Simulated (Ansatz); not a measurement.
**Ca on Cu(100): change of the work function**

Aim: the work function of Cu(100) at several coverages of Ca (hollow site), and the dipole that each adsorbate carries.

Calculated with Ansatz 0.2.0; plane-wave DFT, PBE, Ansatz PAW.

**1. Starting point**

The cell holds 4 atoms: 4 Cu. Its edges and angles: a = 2.553 Å, b = 2.553 Å, c = 23.415 Å, α = 90.0°, β = 90.0°, γ = 90.0°. Vacuum lies along c.

**2. The clean slab**

The bare slab comes first, as the zero from which every change is counted. The two lowest layers are held at bulk places and the upper ones relax. The dipole correction removes the false field that a one-sided slab makes across the periodic vacuum, so each face gets a flat vacuum level of its own.

input.yaml

```yaml
crystal:
  lattice:
    - [2.5526554801, 0.0, 0.0]
    - [0.0, 2.5526554801, 0.0]
    - [0.0, 0.0, 23.415]
  atoms:
    - { symbol: Cu, position: [0.5, 0.5, 0.3843689942] }
    - { symbol: Cu, position: [0.0, 0.0, 0.4614563314] }
    - { symbol: Cu, position: [0.5, 0.5, 0.5385436686] }
    - { symbol: Cu, position: [0.0, 0.0, 0.6156310058] }
kpoints:
  mp_grid: { grid: [12, 12, 1] }
hamiltonian:
  xc: pbe
scf:
  occupations: { method: fermi_dirac, width: 0.1 }
  convergence: { dr2_threshold: 1.0e-08 }
efield:
  axis: 3
  dipole_correction: true
  ramp_position: 0.97
  ramp_width: 0.06
relax:
  f_tol: 0.02
  max_steps: 60
  constraints: [{ sites: [0, 1] }]
output:
  write_potential: true
  write_density: true
  volumetric_format: npy
```

Command:

```bash
> ansatz run input.yaml --threads 4 --pin off --max-ram 16384MiB --backend cpu --events-out ev --progress --plain --runs-dir out
```

What it wrote:

```text
Engine: ansatz 0.2.0, aarch64-unknown-linux-gnu
Pseudopotentials: kind: paw
Pseudopotential: Cu, paw, valence charge 19, recommended cutoff 420 eV (normal), Cu.paw.azcp
Functional definition: PBE
  parameter kappa = 0.804
  parameter beta = 0.066725
  exchange = pbe_x(kappa = kappa, mu = beta*pi^2/3)
  correlation = pbe_c(beta = beta)
Crystal: 4 atoms, lattice volume = 152.573 Å³
Basis set: ecut = 420 eV, 3011 PW (Γ), exchange–correlation on 36×36×320 points (8 copies of the dense FFT grid, shifted against one another)
Bands: 46, of which v1, the nominal top of the filled ones, is band 38 counted from 1 (37 counted from 0)
Symmetry: 8 space group operations
k-points: 28 of 144
Non-local potential: Cu, projectors of the file, l = 0: 3, l = 1: 2, l = 2: 3, l = 3: 1
PAW form: soft (Blöchl's): semilocal exchange-correlation on the pseudo side does not see the compensation charge
PAW one-centre angular grid: Cu, 590 points (default); XC on 64 Gauss nodes
Initial density: superposition of atomic densities (neutral atoms: chi_scale 0, normalization atom), corrected by the library's trained network
Initial wavefunctions: pseudopotential atomic-orbital guess
Functional: x = pbe(κ = 0.804, μ = 0.219515), c = pbe(β = 0.066725)
SCF iter   1: F=—  HF=-26499.487320 eV  |F-HF|=—  |Δ(HF+E_count)|=         —  Δρ=1.44e-3  dr2=1.11e-2  ethr=1.77e-3  p=-0.000 e·Å  D=-7.17e-15 V/Å  ΔV_dip=0.00 eV  dr2_dipole=9.36e-9  V_vac-E_F(+/−)=4.49/4.49 eV  ⟨swp⟩=8.7  Hψ=5648  notcnv=0  defer=4
efield: sawtooth ramp at fractional position 0.9700 (set: `efield.ramp_position`, or a place that a band, a saddle search or an elastic batch's reference lends), width 0.0600; the density the first Hamiltonian is built on has a dipole p = -0.000 e·Å; the dipole correction subtracts the counter field D = -7.17e-15 V/Å, which shifts the + side's vacuum level by +0.00 eV against the − side's; the planar-averaged density in the ramp window peaks in size at 3.2e-5 e/Å³
preconditioner: auto → LDOS  [metal: Δε(μ)=0.060 eV  Ē_g=8.062 eV  σ=0.100 eV  W_gap=0.15  n_scr=18 (ndim 8)  ℏωp=19.9 eV  f_vac=0.639  D(μ)=1.29/eV (n_scr^D=8)  β→1.0]
SCF iter   2: F=—  HF=-26499.492234 eV  |F-HF|=—  |Δ(HF+E_count)|=   4.91e-3  Δρ=1.83e-3  dr2=4.23e-3  ethr=1.46e-5  p=-0.000 e·Å  D=-6.15e-6 V/Å  ΔV_dip=0.00 eV  dr2_dipole=8.99e-8  V_vac-E_F(+/−)=4.58/4.58 eV  ⟨swp⟩=2.9  Hψ=2867  notcnv=0  defer=39
SCF iter   3: F=—  HF=-26499.491934 eV  |F-HF|=—  |Δ(HF+E_count)|=   3.00e-4  Δρ=1.46e-3  dr2=1.64e-3  ethr=5.57e-6  p=-0.000 e·Å  D=-3.99e-5 V/Å  ΔV_dip=0.00 eV  dr2_dipole=2.09e-7  V_vac-E_F(+/−)=4.57/4.57 eV  ⟨swp⟩=2.5  Hψ=2210  notcnv=0  defer=39
SCF iter   4: F=—  HF=-26499.491508 eV  |F-HF|=—  |Δ(HF+E_count)|=   4.25e-4  Δρ=1.91e-4  dr2=1.24e-4  ethr=2.16e-6  p=0.000 e·Å  D=2.29e-5 V/Å  ΔV_dip=-0.00 eV  dr2_dipole=3.76e-9  V_vac-E_F(+/−)=4.57/4.57 eV  ⟨swp⟩=2.0  Hψ=1832  notcnv=0  defer=39
SCF iter   5: F=—  HF=-26499.491515 eV  |F-HF|=—  |Δ(HF+E_count)|=   6.70e-6  Δρ=1.10e-4  dr2=2.44e-5  ethr=1.63e-7  p=-0.000 e·Å  D=-1.13e-5 V/Å  ΔV_dip=0.00 eV  dr2_dipole=1.49e-9  V_vac-E_F(+/−)=4.58/4.58 eV  ⟨swp⟩=2.1  Hψ=1761  notcnv=0  defer=39
SCF iter   6: F=—  HF=-26499.491522 eV  |F-HF|=—  |Δ(HF+E_count)|=   7.00e-6  Δρ=1.05e-4  dr2=1.04e-5  ethr=3.21e-8  p=0.000 e·Å  D=2.18e-5 V/Å  ΔV_dip=-0.00 eV  dr2_dipole=1.22e-8  V_vac-E_F(+/−)=4.58/4.58 eV  ⟨swp⟩=2.0  Hψ=1843  notcnv=0  defer=39
SCF iter   7: F=—  HF=-26499.491515 eV  |F-HF|=—  |Δ(HF+E_count)|=   7.04e-6  Δρ=2.78e-5  dr2=8.10e-7  ethr=1.37e-8  p=0.000 e·Å  D=4.93e-6 V/Å  ΔV_dip=-0.00 eV  dr2_dipole=2.35e-11  V_vac-E_F(+/−)=4.58/4.58 eV  ⟨swp⟩=2.1  Hψ=1733  notcnv=0  defer=39
SCF iter   8: F=—  HF=-26499.491526 eV  |F-HF|=—  |Δ(HF+E_count)|=   1.13e-5  Δρ=2.01e-5  dr2=4.10e-7  ethr=1.07e-9  p=0.000 e·Å  D=3.53e-6 V/Å  ΔV_dip=-0.00 eV  dr2_dipole=2.39e-9  V_vac-E_F(+/−)=4.58/4.58 eV  ⟨swp⟩=2.0  Hψ=1851  notcnv=0  defer=39
SCF iter   9: F=—  HF=-26499.491526 eV  |F-HF|=—  |Δ(HF+E_count)|=   1.27e-7  Δρ=8.58e-6  dr2=8.09e-8  ethr=5.39e-10  p=0.000 e·Å  D=5.33e-7 V/Å  ΔV_dip=-0.00 eV  dr2_dipole=3.71e-10  V_vac-E_F(+/−)=4.58/4.58 eV  ⟨swp⟩=2.0  Hψ=1812  notcnv=0  defer=39
SCF iter  10: F=-26499.491526 eV  HF=-26499.491526 eV  |F-HF|=5.55e-8  |Δ(HF+E_count)|=   3.77e-8  Δρ=1.16e-6  dr2=1.64e-9  ethr=1.32e-11  p=0.000 e·Å  D=2.47e-7 V/Å  ΔV_dip=-0.00 eV  dr2_dipole=7.83e-12  V_vac-E_F(+/−)=4.58/4.58 eV  ⟨swp⟩=8.1  Hψ=9194  notcnv=0
SCF 1 converged in 10 iterations: F = -26499.491526 eV  dr2 = 1.64e-9
  greatest PAW one-centre occupation: 1.000 electrons in one spin orbital (limit 2), on the Cu atom at site 3 (counted from 0), in its partial waves of l = 0
relax step   1: F+E_penalty+E_count = -26499.49152650 eV  Δ(F+E_penalty+E_count) = +0.000e0 eV  max|allowed force component| = 2.181e-1 eV/Å  Δτ_max = 0.0000 Å  (10 SCF iters, accepted)
Initial density: handed on by an earlier stage of this run
Initial wavefunctions: those handed on with the density
iter 1 solved again at ethr=4.94e-7 eV; its pass at ethr=3.10e-3 eV (dr2=3.76e-4 eV) is discarded
SCF iter   1: F=—  HF=-26499.493642 eV  |F-HF|=—  |Δ(HF+E_count)|=         —  Δρ=7.18e-4  dr2=3.81e-4  ethr=4.94e-7  p=0.000 e·Å  D=6.55e-7 V/Å  ΔV_dip=-0.00 eV  dr2_dipole=5.33e-7  V_vac-E_F(+/−)=4.58/4.58 eV  ⟨swp⟩=2.8  Hψ=4247  notcnv=0  defer=52
efield: sawtooth ramp at fractional position 0.9700 (set: `efield.ramp_position`, or a place that a band, a saddle search or an elastic batch's reference lends), width 0.0600; the density the first Hamiltonian is built on has a dipole p = 0.000 e·Å; the dipole correction subtracts the counter field D = 6.55e-7 V/Å, which shifts the + side's vacuum level by -0.00 eV against the − side's; the planar-averaged density in the ramp window peaks in size at 2.3e-5 e/Å³
preconditioner: auto → LDOS  [metal: Δε(μ)=0.090 eV  Ē_g=8.129 eV  σ=0.100 eV  W_gap=0.22  n_scr=18 (ndim 8)  ℏωp=19.9 eV  f_vac=0.638  D(μ)=1.28/eV (n_scr^D=8)  β→1.0]
SCF iter   2: F=—  HF=-26499.493463 eV  |F-HF|=—  |Δ(HF+E_count)|=   1.80e-4  Δρ=1.93e-4  dr2=8.92e-5  ethr=4.94e-7  p=0.000 e·Å  D=2.69e-4 V/Å  ΔV_dip=-0.01 eV  dr2_dipole=1.27e-5  V_vac-E_F(+/−)=4.58/4.58 eV  ⟨swp⟩=2.1  Hψ=2198  notcnv=0  defer=52
SCF iter   3: F=—  HF=-26499.493458 eV  |F-HF|=—  |Δ(HF+E_count)|=   4.73e-6  Δρ=1.84e-4  dr2=3.53e-5  ethr=1.17e-7  p=0.000 e·Å  D=1.03e-4 V/Å  ΔV_dip=-0.00 eV  dr2_dipole=5.88e-7  V_vac-E_F(+/−)=4.58/4.58 eV  ⟨swp⟩=2.0  Hψ=1859  notcnv=0  defer=52
SCF iter   4: F=—  HF=-26499.493455 eV  |F-HF|=—  |Δ(HF+E_count)|=   2.82e-6  Δρ=9.12e-5  dr2=8.65e-6  ethr=4.64e-8  p=0.000 e·Å  D=1.63e-4 V/Å  ΔV_dip=-0.00 eV  dr2_dipole=1.04e-7  V_vac-E_F(+/−)=4.58/4.58 eV  ⟨swp⟩=2.0  Hψ=1849  notcnv=0  defer=52
SCF iter   5: F=—  HF=-26499.493458 eV  |F-HF|=—  |Δ(HF+E_count)|=   3.12e-6  Δρ=2.20e-5  dr2=5.03e-7  ethr=1.14e-8  p=0.000 e·Å  D=1.56e-4 V/Å  ΔV_dip=-0.00 eV  dr2_dipole=1.16e-8  V_vac-E_F(+/−)=4.58/4.58 eV  ⟨swp⟩=2.0  Hψ=1786  notcnv=0  defer=52
SCF iter   6: F=—  HF=-26499.493458 eV  |F-HF|=—  |Δ(HF+E_count)|=   2.31e-7  Δρ=1.23e-5  dr2=1.50e-7  ethr=6.62e-10  p=0.000 e·Å  D=1.63e-4 V/Å  ΔV_dip=-0.00 eV  dr2_dipole=2.72e-9  V_vac-E_F(+/−)=4.58/4.58 eV  ⟨swp⟩=2.0  Hψ=1850  notcnv=0  defer=52
SCF iter   7: F=-26499.493458 eV  HF=-26499.493458 eV  |F-HF|=7.91e-9  |Δ(HF+E_count)|=   8.22e-8  Δρ=2.24e-6  dr2=5.36e-9  ethr=1.32e-11  p=0.000 e·Å  D=1.65e-4 V/Å  ΔV_dip=-0.00 eV  dr2_dipole=5.96e-12  V_vac-E_F(+/−)=4.58/4.58 eV  ⟨swp⟩=8.1  Hψ=9402  notcnv=0
SCF 2 converged in 7 iterations: F = -26499.493458 eV  dr2 = 5.36e-9
  greatest PAW one-centre occupation: 1.000 electrons in one spin orbital (limit 2), on the Cu atom at site 0 (counted from 0), in its partial waves of l = 0
relax step   2: F+E_penalty+E_count = -26499.49345845 eV  Δ(F+E_penalty+E_count) = -1.932e-3 eV  max|allowed force component| = 1.395e-1 eV/Å  Δτ_max = 0.0117 Å  (7 SCF iters, accepted)
SCF iter   1: F=—  HF=-26499.495296 eV  |F-HF|=—  |Δ(HF+E_count)|=         —  Δρ=1.19e-3  dr2=9.92e-4  ethr=1.36e-5  p=0.000 e·Å  D=1.65e-4 V/Å  ΔV_dip=-0.00 eV  dr2_dipole=3.18e-9  V_vac-E_F(+/−)=4.58/4.58 eV  ⟨swp⟩=3.2  Hψ=3121  notcnv=0  defer=52
efield: sawtooth ramp at fractional position 0.9700 (set: `efield.ramp_position`, or a place that a band, a saddle search or an elastic batch's reference lends), width 0.0600; the density the first Hamiltonian is built on has a dipole p = 0.000 e·Å; the dipole correction subtracts the counter field D = 1.65e-4 V/Å, which shifts the + side's vacuum level by -0.00 eV against the − side's; the planar-averaged density in the ramp window peaks in size at 2.2e-5 e/Å³
preconditioner: auto → LDOS  [metal: Δε(μ)=0.088 eV  Ē_g=8.129 eV  σ=0.100 eV  W_gap=0.21  n_scr=18 (ndim 8)  ℏωp=19.9 eV  f_vac=0.638  D(μ)=1.29/eV (n_scr^D=8)  β→1.0]
SCF iter   2: F=—  HF=-26499.494825 eV  |F-HF|=—  |Δ(HF+E_count)|=   4.71e-4  Δρ=3.85e-4  dr2=2.55e-4  ethr=1.31e-6  p=0.000 e·Å  D=5.86e-4 V/Å  ΔV_dip=-0.01 eV  dr2_dipole=3.47e-5  V_vac-E_F(+/−)=4.57/4.58 eV  ⟨swp⟩=2.0  Hψ=2546  notcnv=0  defer=52
SCF iter   3: F=—  HF=-26499.494799 eV  |F-HF|=—  |Δ(HF+E_count)|=   2.58e-5  Δρ=4.05e-4  dr2=1.71e-4  ethr=3.36e-7  p=0.000 e·Å  D=4.58e-4 V/Å  ΔV_dip=-0.01 eV  dr2_dipole=3.20e-6  V_vac-E_F(+/−)=4.57/4.58 eV  ⟨swp⟩=2.2  Hψ=2080  notcnv=0  defer=52
SCF iter   4: F=—  HF=-26499.494776 eV  |F-HF|=—  |Δ(HF+E_count)|=   2.40e-5  Δρ=6.85e-5  dr2=6.36e-6  ethr=2.25e-7  p=0.000 e·Å  D=4.56e-4 V/Å  ΔV_dip=-0.01 eV  dr2_dipole=2.49e-7  V_vac-E_F(+/−)=4.57/4.58 eV  ⟨swp⟩=2.0  Hψ=1803  notcnv=0  defer=52
SCF iter   5: F=—  HF=-26499.494796 eV  |F-HF|=—  |Δ(HF+E_count)|=   2.04e-5  Δρ=2.59e-5  dr2=9.69e-7  ethr=8.37e-9  p=0.000 e·Å  D=4.76e-4 V/Å  ΔV_dip=-0.01 eV  dr2_dipole=9.11e-8  V_vac-E_F(+/−)=4.57/4.58 eV  ⟨swp⟩=2.9  Hψ=1992  notcnv=0  defer=52
SCF iter   6: F=—  HF=-26499.494796 eV  |F-HF|=—  |Δ(HF+E_count)|=   1.95e-7  Δρ=7.49e-6  dr2=6.43e-8  ethr=1.27e-9  p=0.000 e·Å  D=4.75e-4 V/Å  ΔV_dip=-0.01 eV  dr2_dipole=4.70e-9  V_vac-E_F(+/−)=4.57/4.58 eV  ⟨swp⟩=2.0  Hψ=1717  notcnv=0  defer=52
SCF iter   7: F=—  HF=-26499.494796 eV  |F-HF|=—  |Δ(HF+E_count)|=   2.25e-7  Δρ=3.81e-6  dr2=1.47e-8  ethr=1.32e-11  p=0.000 e·Å  D=4.89e-4 V/Å  ΔV_dip=-0.01 eV  dr2_dipole=1.12e-10  V_vac-E_F(+/−)=4.57/4.58 eV  ⟨swp⟩=9.8  Hψ=9018  notcnv=0
SCF iter   8: F=—  HF=-26499.494796 eV  |F-HF|=—  |Δ(HF+E_count)|=   7.59e-8  Δρ=3.61e-6  dr2=1.52e-8  ethr=1.32e-11  p=0.000 e·Å  D=4.94e-4 V/Å  ΔV_dip=-0.01 eV  dr2_dipole=3.72e-10  V_vac-E_F(+/−)=4.57/4.58 eV  ⟨swp⟩=9.1  Hψ=8386  notcnv=0
SCF iter   9: F=-26499.494796 eV  HF=-26499.494796 eV  |F-HF|=1.08e-9  |Δ(HF+E_count)|=   1.26e-8  Δρ=1.23e-6  dr2=2.58e-9  ethr=1.32e-11  p=0.000 e·Å  D=4.96e-4 V/Å  ΔV_dip=-0.01 eV  dr2_dipole=1.01e-10  V_vac-E_F(+/−)=4.57/4.58 eV  ⟨swp⟩=6.8  Hψ=8438  notcnv=0
SCF 3 converged in 9 iterations: F = -26499.494796 eV  dr2 = 2.58e-9
relax step   3: F+E_penalty+E_count = -26499.49479638 eV  Δ(F+E_penalty+E_count) = -1.338e-3 eV  max|allowed force component| = 2.096e-3 eV/Å  Δτ_max = 0.0196 Å  (9 SCF iters, accepted)
NSCF: frozen V_eff on 28 k-points
the band table was solved once a step of the walk had ended and its energy, with any forces and stress, was formed, with the checks that follow a solve (6803 applications of the Hamiltonian). They found nothing against the state; the energy, forces and stress were not computed again (output.eigenvalues in the input reference)
WARN: The output density's exchange-correlation potential varies sharply where the density is thin. Do not read a vacuum level from v_tot or v_xc, or from such a field of the output density. On a cell that repeats whose density bears no net charge and no dipole along the vacuum's axis use v_es (v_loc + v_h of the components); under efield.dipole_correction with no amplitude use v_es + v_field, which holds any externa [...]
SCF converged after 9 iterations
Free energy (F): -26499.494796 eV
Harris-Foulkes:  -26499.494796 eV  (|F-HF|=1.08e-9)
Internal energy: -26499.450325 eV  (E = F + TS)
E sigma→0 (E₀):  -26499.472561 eV
Entropy (-TS):   -0.044472 eV (-11.118 meV/atom)
Fermi energy:    2.077824 eV
Dipole field:    D = 0.000480 V/Å  (p = 0.000405 e·Å, saw-weighted, corrected)
Work function:   Φ+ = 4.5707 eV   Φ− = 4.5819 eV
Levels:          The Fermi level and band energies are counted from a zero that moves with the ramp; work functions are not
--- Per-component energies (eV) ---
  E_band       = -2536.166481
  E_kinetic    = 1198.309528
  E_local      = -168854.316736  (includes V_loc(G=0)·N_el)
  E_nonlocal   = 1567.140432
  E_hartree    = 82915.850747
  E_xc         = -355.051919
  E_vxc        = -457.887175  (∫ρ·V_xc dr)
  E_paw        = -6658.907342  (= ΣΔE_a)
  E_vpaw       = -1821.114881  (= ΣTr[D̂ρ^β])
  E_aug_tail   = 0.001125  (compensation charges beyond the density's cutoff)
  E_efield     = 0.000000  (sawtooth field / dipole correction)
  E_vefield    = -0.000313  (∫n·V_field dr)
  E_ewald      = 63687.523840
  E_smearing   = -0.044472  (= −TS)
  E_closure    = -0.000000  (closes the sum)
  Σ components = -26499.494796   (vs F -26499.494796, Δ=0.00e0)
--- Forces (eV/Å), atoms counted from 1 ---
  atom   1  Cu     0.00000000     0.00000000     0.10441413
  atom   2  Cu    -0.00000000     0.00000000    -0.10661282
  atom   3  Cu     0.00000000     0.00000000     0.00010979
  atom   4  Cu     0.00000000     0.00000000     0.00209603
  max |Σ_I F_I| component: 7.12e-6 eV/Å
--- Band table (eV; the first three rows and the last of 28) ---
  k-point 0: bands = [... 34 lower, 0.3997, 0.6183, 0.6474, 0.6474, 0.6479, 1.6164, 3.1949, 6.4525, ... 4 higher]
  k-point 1: bands = [... 34 lower, 0.4671, 0.5052, 0.5494, 0.6055, 0.6780, 1.9009, 3.5303, 6.6065, ... 4 higher]
  k-point 2: bands = [... 34 lower, 0.4625, 0.4862, 0.5546, 0.6159, 0.6727, 2.5350, 4.3478, 7.0666, ... 4 higher]
  k-point 27: bands = [... 34 lower, 1.0039, 1.0231, 4.5597, 4.5597, 6.7457, 6.7457, 9.5125, 9.5174, ... 4 higher]
--- Relaxed structure (3 steps of the walk, 3 accepted, 0 SCFs on fresh bases) ---
  F+E_penalty+E_count = -26499.49479638 eV   max|allowed force component| = 2.096e-3 eV/Å
  atoms:
    - { symbol: Cu, position: [0.5, 0.5, 0.384369] }
    - { symbol: Cu, position: [0.0, 0.0, 0.461456] }
    - { symbol: Cu, position: [0.5, 0.5, 0.539882] }
    - { symbol: Cu, position: [0, 0.0, 0.615758] }
```

Wall time 18 s (4 threads of Arm Neoverse V1, shared host); peak memory 0.51 GiB.

The column dr2 measures how far the density is from self-consistency, as an energy; F and HF (Harris–Foulkes) agree once it is small.

Step by step:

| step | energy less that of the first step (eV) | largest force component (eV/Å) |
| --- | --- | --- |
| 1 | 0.0000 | 0.2181 |
| 2 | -0.0019 | 0.1395 |
| 3 | -0.0033 | 0.0021 |

The run keeps the 8 symmetry operations that the program found, so distortions that break them were not tested.

The atoms that moved most (Å):

| atom | dx | dy | dz | length |
| --- | --- | --- | --- | --- |
| Cu3 | 0.000 | 0.000 | 0.031 | 0.031 |

Numbers from this step:

```
energy at zero smearing   : -26499.4726 eV
work function, upper face : 4.571 eV
dipole along the normal   : 4.05e-4 e·Å
```

Running mean over 1.805 Å of the planar mean; the ramp of the sawtooth is left out. Table of electron's electrostatic potential energy less the Fermi level by z:

| z (Å) | electron's electrostatic potential energy less the Fermi level (eV) |
| --- | --- |
| 3.0 | 4.58 |
| 3.5 | 4.58 |
| 4.0 | 4.58 |
| 4.5 | 4.58 |
| 5.0 | 4.58 |
| 5.5 | 4.57 |
| 6.0 | 4.54 |
| 6.5 | 4.45 |
| 7.0 | 4.10 |
| 7.5 | 2.70 |
| 8.0 | -1.44 |
| 8.5 | -6.20 |
| 9.0 | -8.30 |
| 9.5 | -8.63 |
| 10.0 | -8.72 |
| 10.5 | -8.78 |
| 11.0 | -8.72 |
| 11.5 | -8.54 |
| 12.0 | -8.55 |
| 12.5 | -8.77 |
| 13.0 | -8.94 |
| 13.5 | -9.00 |
| 14.0 | -8.80 |
| 14.5 | -8.20 |
| 15.0 | -5.53 |
| 15.5 | -0.619 |
| 16.0 | 3.08 |
| 16.5 | 4.18 |
| 17.0 | 4.46 |
| 17.5 | 4.54 |
| 18.0 | 4.56 |
| 18.5 | 4.57 |
| 19.0 | 4.57 |
| 19.5 | 4.57 |
| 20.0 | 4.57 |

The relaxation took 3 steps and lowered the energy by 0.0033 eV; the largest force on the free atoms ends at 0.0021 eV/Å.

The work function of the upper face is 4.57 eV.

(Part 1 of 3 ends here.)

[Long decimals in the printed logs are rounded to 6 places.]

[Logs are printed without paths, hosts, clocks, repeated set-up lines and the standing remarks that a program may print on its own settings, such as how far it seeks lower states.]

[Hosts, paths, dates, database ids (printed as entryN), source tags and the programs' standing remarks are cut or masked in the printed files.]

[Maps of the electrostatic potential energy from Ansatz leave out the sawtooth potential of an applied field or a dipole correction, so their vacuum need not be flat; planar profiles and work functions include it.]
